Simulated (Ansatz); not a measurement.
# CaHfSe3 (model cell, started as cubic perovskite with Hf in the octahedra): following an unstable mode

Which phase does CaHfSe3 (model cell, started as cubic perovskite with Hf in the octahedra) fall into along its unstable mode, and how much energy does it gain?

Main program and level: Ansatz 0.2.0; DFT LDA, scalar-relativistic, plane waves, PAW; PAW set soft_1.

This is a report of a sequence of runs, with most program output left out.

The structure was built from a prototype and need not be the compound's stable phase.

### Step 1. The starting structure

The structure is cubic, space group Pm-3m (No. 221). The conventional cell has a = 5.075 Å, b = 5.075 Å, c = 5.075 Å, α = 90.00°, β = 90.00°, γ = 90.00°. Nearest to Ca lie 12 Se at 3.59 Å. Hf has 6 Se at 2.54 Å nearest. Nearest to Se lie 2 Hf at 2.54 Å and 4 Ca at 3.59 Å. Farther neighbours and most contacts between anions are not listed.

### Step 2. Response at finite wavevector

The cell comes from relaxations at this level that are not shown. Stability and thermal properties need the whole zone. Linear response on a 2×2×2 q mesh gives force constants as far as a supercell of that size would.

The input, input.yaml:

```yaml
crystal:
  lattice:
    - [5.0745860677, 0.0, 0.0]
    - [0.0, 5.0745860677, 0.0]
    - [0.0, 0.0, 5.0745860677]
  atoms:
    - { symbol: Ca, position: [0.0, 0.0, 0.0] }
    - { symbol: Hf, position: [0.5, 0.5, 0.5] }
    - { symbol: Se, position: [0.5, 0.5, 0.0] }
    - { symbol: Se, position: [0.5, 0.0, 0.5] }
    - { symbol: Se, position: [0.0, 0.5, 0.5] }
kpoints:
  mp_grid: { grid: [8, 8, 8] }
hamiltonian:
  xc: lda
  pseudopotentials: { kind: paw, azcp: { folder: soft_1 }, xc_functional: pbe }
scf:
  occupations: { method: methfessel_paxton, width: 0.2 }
output:
  eigenvalues: true
phonons:
  method: dfpt
  qmesh: [2, 2, 2]
  temperatures: { t_max: 1000, t_step: 50 }
  qpath:
    path:
      - [[0.0, 0.0, 0.0], [0.0, 0.5, 0.0], [0.5, 0.5, 0.0], [0.0, 0.0, 0.0], [0.5, 0.5, 0.5], [0.0, 0.5, 0.0]]
      - [[0.5, 0.5, 0.5], [0.5, 0.5, 0.0]]
    npoints: 10
```

Run with:

```
> ansatz run input.yaml --threads 4 --pin off --max-ram 16384MiB --backend cpu --events-out ev --progress --plain --runs-dir out
```

The job ended after 9.2 min (4 threads of Arm Neoverse V2, shared host; peak memory 2.2 GiB).

Numbers from this step:

```yaml
volume_per_atom: 26.14 Å³
gap_on_the_k_mesh: 0 eV
sum_rule_residual_before_enforcement: 4.02e-5 eV/Å²
lowest_frequency_on_the_path: -118.7 cm⁻¹
point_group: m-3m
highest_frequency_on_the_path_or_at_a_solved_wavevector: 301.8 cm⁻¹
highest_optical_mode_at_the_zone_centre_no_lo_to_term: 250.4 cm⁻¹
lowest_optical_zone_centre_mode: -118.7 cm⁻¹
lowest_mode_on_the_q_mesh_acoustic_modes_at_gamma_apart: -118.7 cm⁻¹
```

Frequencies (cm⁻¹) solved at each irreducible wavevector; negative means imaginary. Frequencies by wavevector, by row:

```csv
q in reciprocal lattice units,star,mode 1,mode 2,mode 3,mode 4,mode 13,mode 14,mode 15
0 0 0,1,-118.7,-118.7,-118.7,-78,250.4,250.4,250.4
0 0 -0.5,3,-107.9,-107.9,-64,-64,252.7,252.7,278.3
0 -0.5 -0.5,3,-109.6,-109.6,-106.9,-85.9,205.8,255.9,290.7
-0.5 -0.5 -0.5,1,-112,-112,-112,-110.7,175.1,175.1,301.8
```

Interpolated from a 2×2×2 q mesh. Phonon branches along the path, in cm⁻¹:

```csv
point,branch 1,branch 2,branch 3,branch 4,branch 12,branch 13,branch 14,branch 15
Γ,-119,-119,-119,-78,0,250,250,250
halfway,-114,-114,-82,-68,106,252,252,263
X,-108,-108,-64,-64,154,253,253,278
halfway,-109,-98,-90,-86,156,230,254,286
M,-110,-110,-107,-86,159,206,256,291
halfway,-107,-104,-94,-81,110,239,253,276
Γ,-119,-119,-119,-78,0,250,250,250
halfway,-104,-104,-94,-85,115,235,235,289
R,-112,-112,-112,-111,155,175,175,302
halfway,-106,-105,-98,-92,156,219,230,296
X,-108,-108,-64,-64,154,253,253,278
jump to R,-112,-112,-112,-111,155,175,175,302
halfway,-111,-111,-109,-100,157,191,220,300
M,-110,-110,-107,-86,159,206,256,291
```

Symmetry leaves 4 wavevectors to solve. The lowest mode among them, the acoustic zeros apart, lies at Γ and is imaginary, 118.7i cm⁻¹, so the energy falls along it.

### Step 3. The mode frozen in, largest atomic shift 0 Å

The mode followed lies at Γ with frequency 118.7i cm⁻¹ and is 3-fold degenerate, the softest among the wavevectors solved. At small amplitude the distorted cell has space group no. 160 by a symmetry search on the positions. The undistorted cell that holds it gives the zero of energy on the same k mesh.

input.yaml, the sections that differ from step 2:

```yaml
output:
  forces: true
  stress: true
  eigenvalues: true
# crystal, kpoints, hamiltonian, scf: as in step 2
# phonons: removed
```

Wall time 4.7 s (4 threads); peak memory 0.55 GiB; 18 s of CPU time.

Numbers from this step:

```
pressure                         : -6.17e-5 GPa
energy from the undistorted cell : 0 meV/atom
```

The run ends at a pressure of 0.00 GPa.

### Step 4. The mode frozen in, largest atomic shift 0.6 Å

The atoms are moved along the unstable eigenvector, the largest shift by 0.6 Å, with the cell fixed.

input.yaml, the sections that differ from step 3:

```yaml
crystal:
  lattice:
    - [5.0745860677, 0.0, 0.0]
    - [0.0, 5.0745860677, 0.0]
    - [0.0, 0.0, 5.0745860677]
  atoms:
    - { symbol: Ca, position: [0.0682637277, -0.0682637277, -0.0682637277] }
    - { symbol: Hf, position: [0.5010314926, 0.4989685074, 0.4989685074] }
    - { symbol: Se, position: [0.483743248, 0.516256752, 0.0044618498] }
    - { symbol: Se, position: [0.483743248, 0.0044618498, 0.516256752] }
    - { symbol: Se, position: [-0.0044618498, 0.516256752, 0.516256752] }
# kpoints, hamiltonian, scf, output: as in step 3
```

It took 15 s on 4 threads; peak memory 0.61 GiB; 58 s of CPU time.

Numbers from this step:

```
pressure                         : 1.428 GPa
energy from the undistorted cell : -58.81 meV/atom
```

The energy, extrapolated to zero smearing, is -58.81 meV/atom against the undistorted cell.

The run ends at a pressure of 1.43 GPa, with forces up to 0.35 eV/Å.

### Step 5. Energy along the mode, all amplitudes (two of the runs are shown above)

An imaginary frequency means negative curvature, so the energy should fall and then rise again as anharmonic terms take over.

This step gave:

- depth at the lowest point sampled: 58.81 meV/atom
- largest atomic shift at that point: 0.6 Å

The energy from the parent by largest atomic shift:

```csv
largest atomic shift (Å),energy from the parent (meV/atom)
0.000,0
0.040,-0.409
0.080,-1.63
0.140,-4.92
0.220,-11.8
0.320,-23.5
0.450,-41.2
0.600,-58.8
```

Displacement at unit largest shift by atom:

```csv
atom,x (Å),y (Å),z (Å),size
Ca1,0.577,-0.577,-0.577,0.999
Hf2,0.009,-0.009,-0.009,0.016
Se3,-0.137,0.137,0.038,0.197
Se4,-0.137,0.038,0.137,0.197
Se5,-0.038,0.137,0.137,0.197
```

The lowest of the steps tried is the last one, at 0.6 Å, 58.8 meV/atom below the parent; the bottom of the well need not coincide with a step.

### Step 6. Relaxation from the frozen mode

Starting from the lowest point found, all atoms and the cell are let go, so that strain and other modes of the same symmetry can join in.

Changes to input.yaml since step 4:

```diff
@@ -22 +22,6 @@
   eigenvalues: true
+relax:
+  adjacent_minimum: "off"
+  f_tol: 0.002
+  max_steps: 120
+  cell: { stress_tol: 0.03 }
```

Elapsed: 1.8 min, on 4 threads; peak memory 0.66 GiB; 7 min of CPU time.

The steps of the relaxation:

```csv
step,energy less that of the first step (eV),largest force component (eV/Å),pressure (GPa),volume (Å³)
1,0.0000,0.1995,1.43,130.68
2,-0.0899,0.1264,-0.86,136.47
3,-0.0839,0.2137,0.81,135.15
4,-0.1002,0.0397,-0.05,135.47
5,-0.1006,0.0060,0.02,135.39
6,-0.1006,0.0015,0.00,135.45
7*,-0.1015,0.0016,0.01,135.45
```

Relaxation steps marked * repeat the geometry before them on a plane-wave basis chosen anew for their cell, so energy and pressure can jump there. Relaxation step 3 was tried and not accepted.

Forces are held to the 6 operations that the run works with; a distortion that breaks them can't arise in this run.

```csv
"conventional cell, symmetrised",before,after,change
a (Å),7.177,7.120,-0.8 %
b (Å),7.177,7.120,-0.8 %
c (Å),8.789,9.256,+5.3 %
volume (Å³/atom),26.14,27.09,+3.6 %
```

The atoms that moved most (Å, as changes of fractional coordinates times the final cell):

```csv
atom,dx,dy,dz,length
Ca1,0.125,-0.125,-0.125,0.217
Hf2,-0.039,0.039,0.039,0.067
Se4,-0.024,0.037,0.024,0.051
Se5,-0.037,0.024,0.024,0.051
Se3,-0.024,0.024,0.037,0.051
```

Final coordinates:

```cif
data_structure
_symmetry_space_group_name_H-M 'P 1'
_symmetry_Int_Tables_number 1
_cell_length_a 5.1397
_cell_length_b 5.1397
_cell_length_c 5.1397
_cell_angle_alpha 87.675
_cell_angle_beta 92.325
_cell_angle_gamma 92.325
_cell_volume 135.45
loop_
_atom_site_label
_atom_site_type_symbol
_atom_site_fract_x
_atom_site_fract_y
_atom_site_fract_z
_atom_site_occupancy
Ca1 Ca 0.09168 0.90832 0.90832 1
Hf2 Hf 0.49376 0.50624 0.50624 1
Se3 Se 0.47922 0.52078 0.01156 1
Se4 Se 0.47922 0.01156 0.52078 1
Se5 Se 0.98844 0.52078 0.52078 1
```

This step gave:

| Quantity | Value |
| --- | --- |
| pressure | 0.005469 GPa |
| volume per atom | 27.09 Å³ |

The distorted start has space group R3m; the relaxation ends in R3m.

### Step 7. The new phase in its own primitive cell

The relaxed structure is symmetrised, reduced to its primitive cell and relaxed tightly, as its phonons need.

input.yaml, the sections that differ from step 6:

```yaml
crystal:
  lattice:
    - [3.5598114439, 2.0552580954, 3.08545716]
    - [-3.5598114439, 2.0552580954, 3.08545716]
    - [0.0, -4.1105161908, 3.08545716]
  atoms:
    - { symbol: Ca, position: [0.0916814707, 0.0916814707, 0.0916814707] }
    - { symbol: Hf, position: [0.4937604727, 0.4937604727, 0.4937604727] }
    - { symbol: Se, position: [0.479216705, 0.9884445132, 0.479216705] }
    - { symbol: Se, position: [0.9884445132, 0.479216705, 0.479216705] }
    - { symbol: Se, position: [0.479216705, 0.479216705, 0.9884445132] }
kpoints:
  mp_grid: { grid: [9, 9, 9] }
relax:
  adjacent_minimum: "off"
  f_tol: 0.001
  max_steps: 60
  cell: { stress_tol: 0.01 }
# hamiltonian, scf, output: as in step 6
```

Elapsed: 93 s, on 4 threads; peak memory 0.75 GiB; 6.1 min of CPU time.

Little changed from the start: no atom moved by 0.005 Å and no cell edge by 0.1 %.

This step gave:

```
pressure           : -0.004580 GPa
gap on the k-mesh  : 0.1180 eV
direct gap on mesh : 0.7208 eV
```

The largest force component left is 0.94 meV/Å and the pressure is -0.005 GPa, within the tolerances set. The cell now holds 27.09 Å³/atom.

### Step 8. Modes of the new phase, k-mesh 9×9×9

A relaxed structure may still be a saddle point, so its zone-centre modes are computed. No field response is asked, and the gap on the mesh is small against the smearing.

input.yaml, the sections that differ from step 7:

```yaml
crystal:
  lattice:
    - [3.5595160373, 2.0550875423, 3.0864742047]
    - [-3.5595160373, 2.0550875423, 3.0864742047]
    - [0.0, -4.1101750846, 3.0864742047]
  atoms:
    - { symbol: Ca, position: [0.0918923567, 0.0918923567, 0.0918923567] }
    - { symbol: Hf, position: [0.4933948237, 0.4933948237, 0.4933948237] }
    - { symbol: Se, position: [0.4793682638, 0.9882961586, 0.4793682638] }
    - { symbol: Se, position: [0.9882961586, 0.4793682638, 0.4793682638] }
    - { symbol: Se, position: [0.4793682638, 0.4793682638, 0.9882961586] }
output:
  eigenvalues: true
phonons:
  method: dfpt
# kpoints, hamiltonian, scf: as in step 7
# relax: removed
```

Elapsed: 10 min, on 4 threads; peak memory 6.7 GiB.

This step gave:

| Item | Value |
| --- | --- |
| sum-rule residual before enforcement | 5.25e-5 eV/Å² |
| point group | 3m |
| highest optical mode at the zone centre (no LO-TO term) | 241.1 cm⁻¹ |
| lowest optical zone-centre mode | -68.66 cm⁻¹ |

Patterns of degenerate modes are one choice out of their space. The modes at Γ (shares of kinetic energy by element, %) (negative means imaginary):

```csv
mode,frequency (cm⁻¹),symmetry,Ca %,Hf %,Se %
1,-68.7,E,42,0,58
2,-68.7,E,42,0,58
3,-66.8,A2,0,0,100
4,-24.4,E,5,50,45
5,-24.4,E,5,50,45
6,0.0,acoustic,9,39,52
7,0.0,acoustic,9,39,52
8,0.0,acoustic,9,39,52
9,46.1,A1,9,49,42
10,116.4,E,43,0,56
11,116.4,E,43,0,56
12,170.6,A1,81,1,19
13,219.3,E,0,11,89
14,219.3,E,0,11,89
15,241.1,A1,1,11,87
```

Displacements in mode 1 (-68.7 cm⁻¹), the largest set to 1:
```
Ca1  0.04  1.00  0.00
Hf2  0.00  0.02  0.00
Se3 -0.31 -0.38 -0.17
Se4  0.31 -0.35 -0.20
Se5 -0.02  0.17  0.37
```

Displacements in mode 12 (170.6 cm⁻¹), the largest set to 1:
```
Ca1  0.00  0.00  1.00
Hf2  0.00  0.00  0.04
Se3 -0.01  0.01 -0.20
Se4  0.01  0.01 -0.20
Se5  0.00 -0.01 -0.20
```

Before it was imposed, the acoustic sum rule was missed by 5.2e-5 eV/Å². Small misses are needed for a sound result but don't prove that mesh and cutoff are converged. The lowest optical mode is imaginary, 68.7i cm⁻¹, so the energy falls along it.

### Step 9. What came out

```json
{"unstable mode of the parent": "q = (0, 0, 0), 119i cm⁻¹", "depth at the lowest point sampled": "58.8 meV/atom", "largest atomic shift at that point": "0.6 Å", "space group reached (within 0.01 Å)": "R3m", "energy gained over the parent (first relaxation, on the mesh of the frozen mode)": "79.1 meV/atom", "volume per atom, phase reached": "27.1 Å³", "gap on the k-mesh, phase reached": "0.118 eV", "lowest optical zone-centre mode, phase reached": "-68.7 cm⁻¹", "highest optical mode at the zone centre (no LO-TO term), phase reached": "241 cm⁻¹"}
```

What this shows: Along this mode the structure falls into R3m, 79.1 meV/atom below the parent. At the parent's cell the well is 58.81 meV/atom deep on the steps tried, with its lowest point at a shift of 0.6 Å. That is the last step tried, so the steps alone don't bracket the bottom of the well. Relaxing atoms and cell changes the gain by +20.29 meV/atom against the lowest step (energies at zero smearing). The new phase still has an imaginary mode at the zone centre of its cell, so it is a saddle point on the way to a lower structure. Of the 5 patterns followed to their end from this parent, this one ends 23.7 meV/atom above the lowest, P4mm. Each path keeps the symmetry of its pattern, so a lower phase may lie along a pattern not tried. With no gap, or one that is small against the smearing, the frequencies hang on the k mesh and the smearing, most of all near Kohn anomalies. A semilocal functional can close a gap that the real compound would have, so the metallic treatment may be an artefact of the level. Spin-orbit coupling is left out, which can matter for the heavy elements here. The PAW files were made for PBE and serve the other functionals too. The starting cell was built on a prototype and not taken from a measurement, so the phase need not exist.

[Logs are printed without paths, hosts, clocks, repeated set-up lines and the standing remarks that a program may print on its own settings, such as how far it seeks lower states.]

[Hosts, paths, dates, database ids (printed as entryN), source tags and the programs' standing remarks are cut or masked in the printed files.]
